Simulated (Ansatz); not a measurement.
# N on Mo(110): change of the work function, part 4 of 4

How does N on the hollow site change the work function of Mo(110) as the layer fills?

Ansatz 0.2.0; plane-wave DFT, PBE, Ansatz PAW.

So far, work function, upper face (eV): step 2 (the clean slab) 4.60; step 3 (37 atoms, coverage 0.111 ML, cell 3x3) 4.73; step 4 (17 atoms, coverage 0.25 ML, cell 2x2) 4.92.

**5. Adsorbate added, k-mesh 6×6×1, coverage 0.5 ML**

System of this step: Mo8N (N/Mo(110)). The cell holds 18 atoms: 16 Mo and 2 N. Cell: a = 5.456 Å, b = 5.456 Å, c = 26.377 Å, α = 90.0°, β = 90.0°, γ = 70.5°. Vacuum lies along c.

Another coverage, to see how the dipoles act on each other as their distance changes.

input.yaml

```yaml
crystal:
  lattice:
    - [4.4547727214, -3.15, 0.0]
    - [4.4547727214, 3.15, 0.0]
    - [0.0, 0.0, 26.3772172182]
  atoms:
    - { symbol: Mo, position: [0.0, 0.0, 0.3412035442] }
    - { symbol: Mo, position: [0.25, 0.25, 0.4256471131] }
    - { symbol: Mo, position: [0.0, 0.0, 0.5109335839] }
    - { symbol: Mo, position: [0.25, 0.25, 0.5922974257] }
    - { symbol: Mo, position: [0.0, 0.5, 0.3412035442] }
    - { symbol: Mo, position: [0.25, 0.75, 0.4256471131] }
    - { symbol: Mo, position: [0.0, 0.5, 0.5109335839] }
    - { symbol: Mo, position: [0.25, 0.75, 0.5922974257] }
    - { symbol: Mo, position: [0.5, 0.0, 0.3412035442] }
    - { symbol: Mo, position: [0.75, 0.25, 0.4256471131] }
    - { symbol: Mo, position: [0.5, 0.0, 0.5109335839] }
    - { symbol: Mo, position: [0.75, 0.25, 0.5922974257] }
    - { symbol: Mo, position: [0.5, 0.5, 0.3412035442] }
    - { symbol: Mo, position: [0.75, 0.75, 0.4256471131] }
    - { symbol: Mo, position: [0.5, 0.5, 0.5109335839] }
    - { symbol: Mo, position: [0.75, 0.75, 0.5922974257] }
    - { symbol: "N", position: [0.42, 0.42, 0.6587964558] }
    - { symbol: "N", position: [0.92, 0.42, 0.6587964558] }
kpoints:
  mp_grid: { grid: [6, 6, 1] }
hamiltonian:
  xc: pbe
scf:
  occupations: { method: fermi_dirac, width: 0.1 }
  convergence: { dr2_threshold: 1.0e-08 }
efield:
  axis: 3
  dipole_correction: true
  ramp_position: 0.97
  ramp_width: 0.06
relax:
  f_tol: 0.02
  max_steps: 60
  constraints: [{ sites: [0, 1, 4, 5, 8, 9, 12, 13] }]
output:
  dos: { projected: true, e_range: [-8, 4] }
  write_potential: true
  write_density: true
  volumetric_format: npy
  elf: true
```

Command:

```
ansatz run input.yaml --threads 4 --pin off --max-ram 16384MiB --backend cpu --events-out ev --progress --plain --runs-dir out
```

What it wrote:

```text
[...]
Crystal: 18 atoms, lattice volume = 740.278 Å³
Basis set: ecut = 420 eV, 14481 PW (Γ), exchange–correlation on 80×80×360 points (8 copies of the dense FFT grid, shifted against one another)
Bands: 141, of which v1, the nominal top of the filled ones, is band 117 counted from 1 (116 counted from 0)
Symmetry: 2 space group operations
[...]
- { symbol: Mo, position: [0.500000, 0.500000, 0.3412035442] }
    - { symbol: Mo, position: [0.750000, 0.750000, 0.4256471131] }
    - { symbol: Mo, position: [0.500913, 0.500839, 0.511351] }
    - { symbol: Mo, position: [0.765232, 0.752347, 0.594630] }
    - { symbol: N, position: [0.431687, 0.453158, 0.636502] }
    - { symbol: N, position: [0.931687, 0.453158, 0.636502] }
[key lines of the parts left out:]
SCF converged after 7 iterations
Free energy (F): -80057.305015 eV
Fermi energy:    4.070707 eV
Dipole field:    D = -0.036053 V/Å  (p = -0.147495 e·Å, saw-weighted, corrected)
Work function:   Φ+ = 5.5428 eV   Φ− = 4.5918 eV
```

It took 5.6 min on 4 threads of AMD EPYC 7R13 (Zen 3), shared host; peak memory 3.5 GiB.

Step by step:

```tsv
step	energy less that of the first step (eV)	largest force component (eV/Å)
1	0.0000	4.8040
2	-2.9059	4.4539
3	-4.6351	1.4013
4	-5.1307	0.5120
5	-5.1666	0.1440
6	-5.1856	0.0702
7	-5.1867	0.0128
```

The run keeps the 2 symmetry operations that the program found, so distortions that break them were not tested.

The atoms that moved most (Å):

```tsv
atom	dx	dy	dz	length
N18	0.200	0.068	-0.588	0.625
N17	0.200	0.068	-0.588	0.625
Mo12	-0.068	0.034	0.135	0.155
Mo4	-0.068	0.034	0.135	0.155
Mo8	0.078	-0.041	0.062	0.108
Mo16	0.078	-0.041	0.062	0.108
Mo3	0.013	0.008	-0.025	0.029
Mo11	0.013	0.008	-0.025	0.029
```

The relaxed structure:

```xyz
18
Lattice="4.4548 -3.1500 0.0000 4.4548 3.1500 0.0000 0.0000 0.0000 26.3772" Properties=species:S:1:pos:R:3
Mo    0.0000    0.0000    9.0000
Mo    2.2274    0.0000   11.2274
Mo    0.0134    0.0080   13.4521
Mo    2.1596    0.0340   15.7578
Mo    2.2274    1.5750    9.0000
Mo    4.4548    1.5750   11.2274
Mo    2.2352    1.5748   13.4880
Mo    4.5331    1.5344   15.6847
Mo    2.2274   -1.5750    9.0000
Mo    4.4548   -1.5750   11.2274
Mo    2.2408   -1.5670   13.4521
Mo    4.3869   -1.5410   15.7578
Mo    4.4548    0.0000    9.0000
Mo    6.6822    0.0000   11.2274
Mo    4.4626   -0.0002   13.4880
Mo    6.7605   -0.0406   15.6847
N     3.9418    0.0676   16.7892
N     6.1692   -1.5074   16.7892
```

The relaxation took 7 steps and lowered the energy by 5.2 eV; the largest force on the free atoms ends at 0.013 eV/Å.

The covered face has 5.54 eV, +0.94 eV against the clean one; the bare back face has moved by -0.10 eV, a measure of how thin the slab is.

**6. Adsorbate added, k-mesh 12×12×1, coverage 1 ML**

System of this step: Mo4N (N/Mo(110)). The cell holds 5 atoms: 4 Mo and 1 N. Cell: a = 2.728 Å, b = 2.728 Å, c = 26.377 Å, α = 90.0°, β = 90.0°, γ = 70.5°. Vacuum lies along c.

Another coverage, to see how the dipoles act on each other as their distance changes.

input.yaml, the sections that differ from step 5:

```yaml
crystal:
  lattice:
    - [2.2273863607, -1.575, 0.0]
    - [2.2273863607, 1.575, 0.0]
    - [0.0, 0.0, 26.3772172182]
  atoms:
    - { symbol: Mo, position: [0.0, 0.0, 0.3412035442] }
    - { symbol: Mo, position: [0.5, 0.5, 0.4256471131] }
    - { symbol: Mo, position: [0.0, 0.0, 0.5109335839] }
    - { symbol: Mo, position: [0.5, 0.5, 0.5922974257] }
    - { symbol: "N", position: [0.84, 0.84, 0.6587964558] }
kpoints:
  mp_grid: { grid: [12, 12, 1] }
relax:
  f_tol: 0.02
  max_steps: 60
  constraints: [{ sites: [0, 1] }]
output:
  write_potential: true
  write_density: true
  volumetric_format: npy
# hamiltonian, scf, efield: as in step 5
```

What it wrote:

```text
[...]
Crystal: 5 atoms, lattice volume = 185.070 Å³
Basis set: ecut = 420 eV, 3691 PW (Γ), exchange–correlation on 40×40×360 points (8 copies of the dense FFT grid, shifted against one another)
Bands: 37, of which v1, the nominal top of the filled ones, is band 31 counted from 1 (30 counted from 0)
Symmetry: 2 space group operations
[...]
F+E_penalty+E_count = -20206.29721309 eV   max|allowed force component| = 1.334e-2 eV/Å
  atoms:
    - { symbol: Mo, position: [0.0, 0.0, 0.3412035442] }
    - { symbol: Mo, position: [0.500000, 0.500000, 0.4256471131] }
    - { symbol: Mo, position: [0.00194498, 0.00194498, 0.510568] }
    - { symbol: Mo, position: [0.523364, 0.523364, 0.599314] }
    - { symbol: N, position: [0.908551, 0.908551, 0.637997] }
[key lines of the parts left out:]
SCF converged after 8 iterations
Free energy (F): -20206.297213 eV
Fermi energy:    3.995125 eV
Dipole field:    D = -0.068938 V/Å  (p = -0.070507 e·Å, saw-weighted, corrected)
Work function:   Φ+ = 6.3994 eV   Φ− = 4.5811 eV
```

Wall time 27 s (4 threads); peak memory 0.66 GiB.

Relaxation path:

```tsv
step	energy less that of the first step (eV)	largest force component (eV/Å)
1	0.0000	4.7013
2	-1.6604	4.0690
3	-2.2762	1.7327
4	-2.4297	0.8268
5	-2.4791	0.2450
6	-2.4890	0.0133
```

Forces are held to the 2 operations that the program found; a distortion that breaks them can't arise in this run.

The atoms that moved most (Å):

```tsv
atom	dx	dy	dz	length
N5	0.305	0.000	-0.549	0.628
Mo4	0.104	0.000	0.185	0.212
Mo3	0.009	0.000	-0.010	0.013
```

The relaxed structure:

```
Mo N
1.0
     2.22739   -1.57500    0.00000
     2.22739    1.57500    0.00000
     0.00000    0.00000   26.37722
Mo N
4 1
Direct
  0.00000 0.00000 0.34120
  0.50000 0.50000 0.42565
  0.00194 0.00194 0.51057
  0.52336 0.52336 0.59931
  0.90855 0.90855 0.63800
```

The relaxation took 6 steps and lowered the energy by 2.5 eV; the largest force on the free atoms ends at 0.013 eV/Å.

The covered face has 6.40 eV, +1.80 eV against the clean one; the bare back face has moved by -0.11 eV, a measure of how thin the slab is.

**7. Work function against coverage**

This step: plane-wave DFT, PBE, Ansatz PAW; work function against coverage (Ansatz 0.2.0).

The runs are now put side by side.

This step gave:

```
work function of the clean face     : 4.598 eV
largest change of the work function : 1.801 eV
```

The work function of the covered face by coverage:

```tsv
coverage (adsorbates/nm²)	work function of the covered face (eV)
0.00	4.60
1.58	4.73
3.56	4.92
7.13	5.54
14.25	6.40
```

The dipole per adsorbate comes from the change of the cell's dipole. Coverage, by row:

```tsv
coverage (1/nm²)	coverage (ML)	work function (eV)	change (eV)	dipole per adsorbate, positive end outwards (debye)	mean height of the added atoms over the highest substrate atom (Å)
1.583	0.1111	4.729	0.1304	-0.273	1.077
3.563	0.25	4.924	0.3254	-0.299	1.071
7.126	0.5	5.543	0.9446	-0.391	1.031
14.25	1	6.399	1.801	-0.357	1.02
```

**8. Results**

* work function of the clean face: 4.60 eV
* work function at 0.11 ML: 4.73 eV
* work function at 0.25 ML: 4.92 eV
* work function at 0.5 ML: 5.54 eV
* work function at 1 ML: 6.40 eV
* dipole per adsorbate at 0.11 ML, positive end outwards: -0.27 D

In words: At the lowest coverage N changes the work function of Mo(110) by under 0.15 eV, within the error of so thin a slab; the largest change, +1.80 eV, comes at higher coverage. The slab has 4 layers, at the tabulated experimental lattice constant, one starting site was run, and quantum-size effects of a slab this thin can reach one or two tenths of an eV.

[Long decimals in the printed logs are rounded to 6 places.]

[Logs are printed without paths, hosts, clocks, repeated set-up lines and the standing remarks that a program may print on its own settings, such as how far it seeks lower states.]

[Hosts, paths, dates, database ids (printed as entryN), source tags and the programs' standing remarks are cut or masked in the printed files.]

[Maps of the electrostatic potential energy from Ansatz leave out the sawtooth potential of an applied field or a dipole correction, so their vacuum need not be flat; planar profiles and work functions include it.]
